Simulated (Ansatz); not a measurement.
# YAlSe3 (model cell, started as cubic perovskite with Al in the octahedra): following an unstable mode, part 3 of 3

Which phase does YAlSe3 (model cell, started as cubic perovskite with Al in the octahedra) fall into along its unstable mode, and how much energy does it gain?

Ansatz 0.2.0; DFT PBEsol, scalar-relativistic, plane waves, PAW; PAW set soft_1.

So far. Step 5 (Energy along the mode, all amplitudes (two of the runs …): The lowest of the steps tried is the last one, at 0.6 Å, 266 meV/atom below the parent; the bottom of the well need not coincide with a step. Step 7 (The new phase in its own primitive cell): The largest force component left is 0.96 meV/Å and the pressure is 0.002 GPa, within the tolerances set. The cell now holds 22.89 Å³/atom. The relaxed cell has a, b, c = 6.774, 9.968, 6.781 Å (conventional setting).

The structure was built from a prototype and need not be the compound's stable phase.

### 8. Modes of the new phase, k-mesh 6×6×6, occupations fixed

A relaxed structure may still be a saddle point, so its zone-centre modes are computed. The response to a homogeneous field gives the Born charges and the dielectric tensor.

Contents of input.yaml:

```yaml
crystal:
  lattice:
    - [-3.3869123703, 4.9839031256, 3.3905931139]
    - [3.3869123703, -4.9839031256, 3.3905931139]
    - [3.3869123703, 4.9839031256, -3.3905931139]
  atoms:
    - { symbol: "Y", position: [0.2129377876, 0.9629377876, 0.25] }
    - { symbol: "Y", position: [0.7870622124, 0.0370622124, 0.75] }
    - { symbol: Al, position: [0.5, 0.5, 0.0] }
    - { symbol: Al, position: [0.0, 0.5, 0.5] }
    - { symbol: Se, position: [0.3696314134, 0.6196314134, 0.75] }
    - { symbol: Se, position: [0.6303685866, 0.3803685866, 0.25] }
    - { symbol: Se, position: [0.8201768835, 0.0, 0.3201768835] }
    - { symbol: Se, position: [0.1798231165, 0.0, 0.6798231165] }
    - { symbol: Se, position: [0.8201768835, 0.5, 0.8201768835] }
    - { symbol: Se, position: [0.1798231165, 0.5, 0.1798231165] }
kpoints:
  mp_grid: { grid: [6, 6, 6] }
hamiltonian:
  xc: pbesol
  pseudopotentials: { kind: paw, azcp: { folder: soft_1 }, xc_functional: pbe }
scf:
  occupations: { method: fixed }
output:
  eigenvalues: true
phonons:
  method: dfpt
  dielectric: true
  rigid_motions: translations
```

The run is started by

```bash
> ansatz run input.yaml --threads 4 --pin off --max-ram 16384MiB --backend cpu --events-out ev --progress --plain --runs-dir out
```

Numbers of over 12 decimals in the logs are rounded to 6 here.

Log:

```text
[...]
Crystal: 10 atoms, lattice volume = 228.933 Å³
Basis set: ecut = 420 eV, 4445 PW (Γ), exchange–correlation on 96×96×96 points (8 copies of the dense FFT grid, shifted against one another)
Bands: 75, of which v1, the nominal top of the filled ones, is band 62 counted from 1 (61 counted from 0)
Symmetry: 8 space group operations
k-points: 112 of 216 (irreducible under 1 space group operation, time reversal used)
[...]
SCF iter   1: F=—  HF=-41198.963053 eV  |F-HF|=—  |Δ(HF+E_count)|=         —  Δρ=4.29e-2  dr2=9.43e0  ethr=3.10e-3  ⟨swp⟩=4.9  Hψ=27213  notcnv=0  defer=1088
[...]
SCF iter  12: F=-41196.662098 eV  HF=-41196.662098 eV  |F-HF|=1.46e-11  |Δ(HF+E_count)|=  2.62e-10  Δρ=1.71e-7  dr2=5.34e-11  ethr=1.00e-12  ⟨swp⟩=13.6  Hψ=54400  notcnv=0
SCF 1 converged in 12 iterations: F = -41196.662098 eV  dr2 = 5.34e-11
[...]
NSCF: frozen V_eff on 5 k-points
DFPT response loops at Γ: preconditioner auto → Resta (q_TF=auto, 2.463 Å⁻¹)  ε∞=9.9 (no band partly filled); β = 1.00, the filter's whole step (`scf.mixing.beta` (0.50) is not read by the response loops at its default; to damp them type it under 1.00, their step now; it binds the ground state too); Broyden in place of MSR1
── the response to a field inside a basis, on 10×10×10 k-points: an SCF that follows is theirs, and a resumed run solves both again ──
Bands: 63, of which v1, the nominal top of the filled ones, is band 62 counted from 1 (61 counted from 0)
k-points: 170 of 1000
[...]
Eigensolver: Dense (170 Hₖ)
SCF iter   1: F=—  HF=-41196.481589 eV  |F-HF|=—  |Δ(HF+E_count)|=         —  Δρ=3.80e-4  dr2=1.10e-4  ethr=1.00e-1
[...]
SCF iter   5: F=-41196.481613 eV  HF=-41196.481613 eV  |F-HF|=5.28e-9  |Δ(HF+E_count)|=   8.89e-8  Δρ=2.97e-6  dr2=3.87e-8  ethr=3.68e-10
SCF 1 converged in 5 iterations: F = -41196.481613 eV  dr2 = 3.87e-8
[...]
WARN: field response: inside a basis, on 10×10×10 points, no mesh in reach settles it: take ε∞, Z* and everything formed from them with what they may err, as stated (eps_inf_uncertainty, zstar_uncertainty_e), and compare with field_mesh: kpoints on a denser kpoints.mp_grid
WARN: field response: ε∞ stands inside a basis, on 10×10×10 points; the force constants stand on the 6×6×6 k-mesh, whose period is 12.55 times the interband length at k = (0.0000, 0.0000, 0.0000), direct gap 0.608 eV, under 14: take them and everything formed from them as unconverged, and compare with a denser kpoints.mp_grid
SCF converged after 12 iterations
Free energy (F): -41196.662098 eV
[...]
Internal energy: -41196.662098 eV  (E = F + TS)
E sigma→0 (E₀):  -41196.662098 eV
Fermi energy:    8.797715 eV
[...]
--- Band table (eV; the first three rows and the last of 112) ---
  k-point 0: bands = [... 58 lower, 7.8947, 8.1989, 8.2129, 8.7977, 9.4053, 10.7304, 11.0934, 11.0962, ... 9 higher]
  k-point 1: bands = [... 58 lower, 7.6735, 7.7298, 7.8936, 8.4726, 9.6827, 10.9909, 11.0324, 11.3241, ... 9 higher]
  k-point 2: bands = [... 58 lower, 7.5118, 7.5664, 7.7033, 8.2079, 10.3032, 11.2359, 11.2444, 11.3797, ... 9 higher]
  k-point 111: bands = [... 58 lower, 7.3434, 7.6398, 8.2600, 8.6294, 10.0360, 10.2152, 10.6765, 11.1111, ... 9 higher]
--- Phonons (Γ-DFPT): 12 representative perturbations + reference, on 112 of 216 k-points (Σ response iterations 49) ---
  k mesh reduced under 1 symmetry operation, with k and −k counted as one. Each operation leaves every solved perturbation unchanged. A smaller set is not considered because the run solves the response to a homogeneous field
  ASR residual: 7.773e-5 → 0.000e0 eV/Å²; symmetrization residual: 9.066e-6 eV/Å²
  ASR residual per site (eV/Å²): 7.77e-5 7.77e-5 2.25e-5 2.25e-5 4.28e-5 4.28e-5 3.93e-5 3.93e-5 3.93e-5 3.93e-5
  Γ frequencies (cm⁻¹): -85.92 -28.96 0.00 0.00 0.00 81.11 84.39 85.75 93.31 94.05 114.20 118.10 125.85 126.98 146.10 152.08 154.58 154.66 154.99 160.49 183.50 189.72 191.72 202.66 220.91 235.37 279.59 310.69 315.77 343.78
  ε∞ (high-frequency dielectric tensor):
       11.103242     0.000000    -0.000000
        0.000000     9.545780     0.000000
       -0.000000     0.000000     9.471860
  softest optical mode at Γ: -85.92 cm⁻¹; the repairs (sum rule, projections) moved no ω² at Γ by more than (1.75 cm⁻¹)²
  Born effective charges Z* (e; rows j = field, columns β = displacement):
    site 0:
         4.48226    0.00000   -0.00000
         0.00000    3.06825    0.00000
        -0.00000    0.00000    4.07186
    site 1:
         4.48226    0.00000   -0.00000
         0.00000    3.06825    0.00000
        -0.00000    0.00000    4.07186
    site 2:
         3.50491   -0.00000   -0.00000
        -0.00000    4.05902    0.15432
        -0.00000    0.64445    3.40414
    site 3:
         3.50491    0.00000   -0.00000
         0.00000    4.05902   -0.15432
        -0.00000   -0.64445    3.40414
    site 4:
        -2.00485   -0.00000    0.00000
        -0.00000   -3.11172    0.00000
         0.00000   -0.00000   -3.14224
    site 5:
        -2.00485   -0.00000    0.00000
        -0.00000   -3.11172    0.00000
         0.00000   -0.00000   -3.14224
    site 6:
        -2.99116    0.00000   -0.33297
         0.00000   -2.00777   -0.00000
        -0.35908   -0.00000   -2.16688
    site 7:
        -2.99116    0.00000   -0.33297
         0.00000   -2.00777   -0.00000
        -0.35908   -0.00000   -2.16688
    site 8:
        -2.99116    0.00000    0.33297
        -0.00000   -2.00777    0.00000
         0.35908    0.00000   -2.16688
    site 9:
        -2.99116    0.00000    0.33297
         0.00000   -2.00777    0.00000
         0.35908    0.00000   -2.16688
  Z* charge neutrality: 8.742e-2 e pre-enforcement
  solved inside a basis spanned on kpoints, on 10×10×10 k-points, which do not settle them: ε∞ is read to err by 8.5e-2, Z* by 1.1e-1 e (field_mesh: kpoints solves on kpoints); Z* is corrected for what the basis lacks
  optical modes at Γ without the LO–TO term, one row a degenerate level:
      ω (cm⁻¹)  modes    IR ((D/Å)²/amu)
        -85.92      1             5.8101
        -28.96      1             0.0000
         81.11      1             8.2379
         84.39      1             0.2875
         85.75      1             0.0000
         93.31      1             0.0000
         94.05      1             0.0000
[...]
optical modes at Γ + LO–TO along q̂ = [1.0000, 0.0000, 0.0000]:
      ω (cm⁻¹)  modes    IR ((D/Å)²/amu)
[...]
optical modes at Γ + LO–TO along q̂ = [0.0000, 1.0000, 0.0000]:
      ω (cm⁻¹)  modes    IR ((D/Å)²/amu)
[...]
optical modes at Γ + LO–TO along q̂ = [0.0000, 0.0000, 1.0000]:
      ω (cm⁻¹)  modes    IR ((D/Å)²/amu)
[...]
155.04      1             0.0526
        160.49      1             0.0000
        183.50      1             0.0000
        189.72      1             0.0163
        202.66      1             0.0000
        216.71      1             4.5839
        220.91      1             0.0000
        244.35      1             4.7048
        279.59      1            24.9832
        315.77      1             0.0000
        343.78      1             7.8012
        348.89      1            31.1888
```

Elapsed: 27 min, on 4 threads of Arm Neoverse V1, shared host; peak memory 7.4 GiB.

This step gave:

```yaml
sum_rule_residual_before_enforcement: 7.77e-5 eV/Å²
miss_of_the_charge_sum_rule: 0.08742 e
estimated_error_of_the_dielectric_tensor: 0.08451
estimated_error_of_the_born_charges: 0.1109 e
point_group: mmm
highest_optical_mode_at_the_zone_centre_no_lo_to_term: 343.8 cm⁻¹
lowest_optical_zone_centre_mode: -85.92 cm⁻¹
mean_high_frequency_dielectric_constant: 10.04
largest_born_charge_third_of_the_trace: 3.874 e
top_of_the_zone_centre_spectrum_with_the_field: 359.7 cm⁻¹
```

Patterns of degenerate modes are one choice out of their space. The modes at Γ (shares of kinetic energy by element, %) (negative means imaginary):

```
mode  frequency (cm⁻¹)  symmetry  Y %  Al %  Se %
   1             -85.9       B3u   25     0    75
   2             -29.0       B2g   44     0    56
   3               0.0  acoustic   25     8    67
   4               0.0  acoustic   25     8    67
   5               0.0  acoustic   25     8    67
   6              81.1       B2u    9    68    22
   7              84.4       B3u   12    25    63
   8              85.8       B1g    0     0   100
   9              93.3       B2g   31     0    69
  10              94.0       B3g   66     0    34
  11             114.2        Ag   62     0    38
  12             118.1       B1u   29    23    48
  13             125.8       B3g    2     0    98
  14             127.0        Au    0     1    99
  15             146.1        Ag    0     0   100
  16             152.1       B1g    0     0   100
  17             154.6       B1u    1     4    95
  18             154.7       B3u   38     0    62
  19             155.0       B2u   40    18    42
  20             160.5       B2g   25     0    75
  21             183.5       B3g   30     0    70
  22             189.7       B2u   25     8    67
  23             191.7       B1u   44    12    44
  24             202.7        Ag   38     0    62
  25             220.9       B3g    2     0    98
  26             235.4       B1u    1    90     9
  27             279.6       B3u    0    67    33
  28             310.7       B1u    0    63    37
  29             315.8        Au    0    99     1
  30             343.8       B2u    0    98     2
```

Displacements in mode 1 (-85.9 cm⁻¹), the largest set to 1:
```
Y1  -0.58  0.00  0.00
Y2  -0.58  0.00  0.00
Al3 -0.04  0.00  0.00
Al4 -0.04  0.00  0.00
Se5  1.00  0.00  0.00
Se6  1.00  0.00  0.00
Se7 -0.17  0.00  0.19
Se8 -0.17  0.00  0.19
Se9 -0.17  0.00 -0.19
Se10-0.17  0.00 -0.19
```

Displacements in mode 17 (154.6 cm⁻¹), the largest set to 1:
```
Y1   0.00  0.00  0.15
Y2   0.00  0.00  0.15
Al3  0.00 -0.42 -0.16
Al4  0.00  0.42 -0.16
Se5  0.00  0.00  1.00
Se6  0.00  0.00  1.00
Se7  0.33  0.00 -0.56
Se8  0.33  0.00 -0.56
Se9 -0.33  0.00 -0.56
Se10-0.33  0.00 -0.56
```

High-frequency dielectric tensor, which the program warns is not settled by the k meshes in reach. Tensor:

```
      x      y      z
x  11.1      0      0
y     0  9.546      0
z     0      0  9.472
```

Optical modes at the zone centre, without and with the macroscopic field of the longitudinal modes; each column is sorted by frequency, so a row need not hold one and the same mode. Modes with and without the field, by row:

```
rank among optical modes  no field (cm⁻¹)  q along (1, 0, 0) (cm⁻¹)  q along (0, 1, 0) (cm⁻¹)  q along (0, 0, 1) (cm⁻¹)
                       1            -85.9                     -66.8                     -85.9                     -85.9
                       2              -29                       -29                       -29                       -29
                       3             81.1                      81.1                      84.4                      81.1
                       4             84.4                      85.3                      85.8                      84.4
                       5             85.8                      85.8                      93.3                      85.8
                       6             93.3                      93.3                        94                      93.3
                       7               94                        94                      96.7                        94
                       8            114.2                     114.2                     114.2                     114.2
                       9            118.1                     118.1                     118.1                     118.2
                      10            125.8                     125.8                     125.8                     125.8
                      11              127                       127                       127                       127
                      12            146.1                     146.1                     146.1                     146.1
                      13            152.1                     152.1                     152.1                     152.1
                      14            154.6                     154.6                     154.6                     154.7
                      15            154.7                       155                     154.7                       155
                      16              155                     160.5                     160.5                       155
                      17            160.5                     179.8                     183.5                     160.5
                      18            183.5                     183.5                     189.7                     183.5
                      19            189.7                     189.7                     191.7                     189.7
                      20            191.7                     191.7                     202.7                     202.7
                      21            202.7                     202.7                     220.9                     216.7
                      22            220.9                     220.9                     229.1                     220.9
                      23            235.4                     235.4                     235.4                     244.3
                      24            279.6                     310.7                     279.6                     279.6
                      25            310.7                     315.8                     310.7                     315.8
                      26            315.8                     322.4                     315.8                     343.8
                      27            343.8                     343.8                     359.7                     348.9
```

Born charge (rows field, columns displacement) (e), principal values of the symmetric part by kind of site:

```
atom  atoms with these values    low  middle   high   mean
  Y1                        2   3.07    4.07   4.48   3.87
 Al3                        2   3.22    3.50   4.25   3.66
 Se5                        2  -3.14   -3.11  -2.00  -2.75
 Se7                        4  -3.12   -2.04  -2.01  -2.39
```

In full for Y1:

```
4.48 0.00 0.00
0.00 3.07 0.00
0.00 0.00 4.07
```

Transverse modes; imaginary modes are left out. Lines of the infrared spectrum (strongest = 100):

```
position (cm⁻¹)  lines merged  relative intensity
             81             1                  20
             84             1                 0.7
             86             1                 0.0
             93             1                 0.0
             94             1                 0.0
            114             1                 0.0
            118             1                 0.1
            126             1                 0.0
            127             1                 0.0
            146             1                 0.0
            152             1                 0.0
            155             3                 100
            160             1                 0.0
            184             1                 0.0
            190             1                 0.0
            192             1                  44
            203             1                 0.0
            221             1                 0.0
            235             1                 7.7
            280             1                  61
            311             1                  46
            316             1                 0.0
            344             1                  19
```

Before it was imposed, the acoustic sum rule was missed by 7.8e-5 eV/Å² and the charge sum rule by 0.087 e. The charge miss is large and points to the mesh or the basis. The lowest optical mode is imaginary, 85.9i cm⁻¹, so the energy falls along it.

The log warns of the k mesh: “the force constants stand on the 6×6×6 k-mesh, whose period is 12.55 times the interband length at k = (0.0000, 0.0000, 0.0000), direct gap 0.608 eV, under 14: take them and everything formed from them as unconverged”.

### 9. What came out

```
unstable mode of the parent                                                      : q = (-0.5, -0.5, -0.5), 167i cm⁻¹
depth at the lowest point sampled                                                : 266 meV/atom
largest atomic shift at that point                                               : 0.6 Å
space group reached (within 0.01 Å)                                              : Imma
energy gained over the parent (first relaxation, on the mesh of the frozen mode) : 381 meV/atom
volume per atom, phase reached                                                   : 22.9 Å³
gap on the k-mesh, phase reached                                                 : 0.608 eV
lowest optical zone-centre mode, phase reached                                   : -85.9 cm⁻¹
highest optical mode at the zone centre (no LO-TO term), phase reached           : 344 cm⁻¹
```

Along this mode the structure falls into Imma, 381 meV/atom below the parent. At the parent's cell the well is 265.6 meV/atom deep on the steps tried, with its lowest point at a shift of 0.6 Å. That is the last step tried, so the steps alone don't bracket the bottom of the well. Relaxing atoms and cell changes the gain by +115.52 meV/atom against the lowest step (energies at zero smearing). The new phase still has an imaginary mode at the zone centre of its cell, so it is a saddle point on the way to a lower structure. Of the 4 patterns followed to their end from this parent, this one reaches the lowest energy. Each path keeps the symmetry of its pattern, so a lower phase may lie along a pattern not tried. With the field response the log warns that the k mesh is coarse for the force constants too, so the frequencies may not be converged. With no gap, or one that is small against the smearing, the frequencies hang on the k mesh and the smearing, most of all near Kohn anomalies. In at least one run the field response is not settled by the k meshes in reach, so its dielectric tensor, Born charges and longitudinal modes are rough. The PAW files were made for PBE and serve the other functionals too. The starting cell was built on a prototype and not taken from a measurement, so the phase need not exist.

[Logs are printed without paths, hosts, clocks, repeated set-up lines and the standing remarks that a program may print on its own settings, such as how far it seeks lower states.]

[Hosts, paths, dates, database ids (printed as entryN), source tags and the programs' standing remarks are cut or masked in the printed files.]
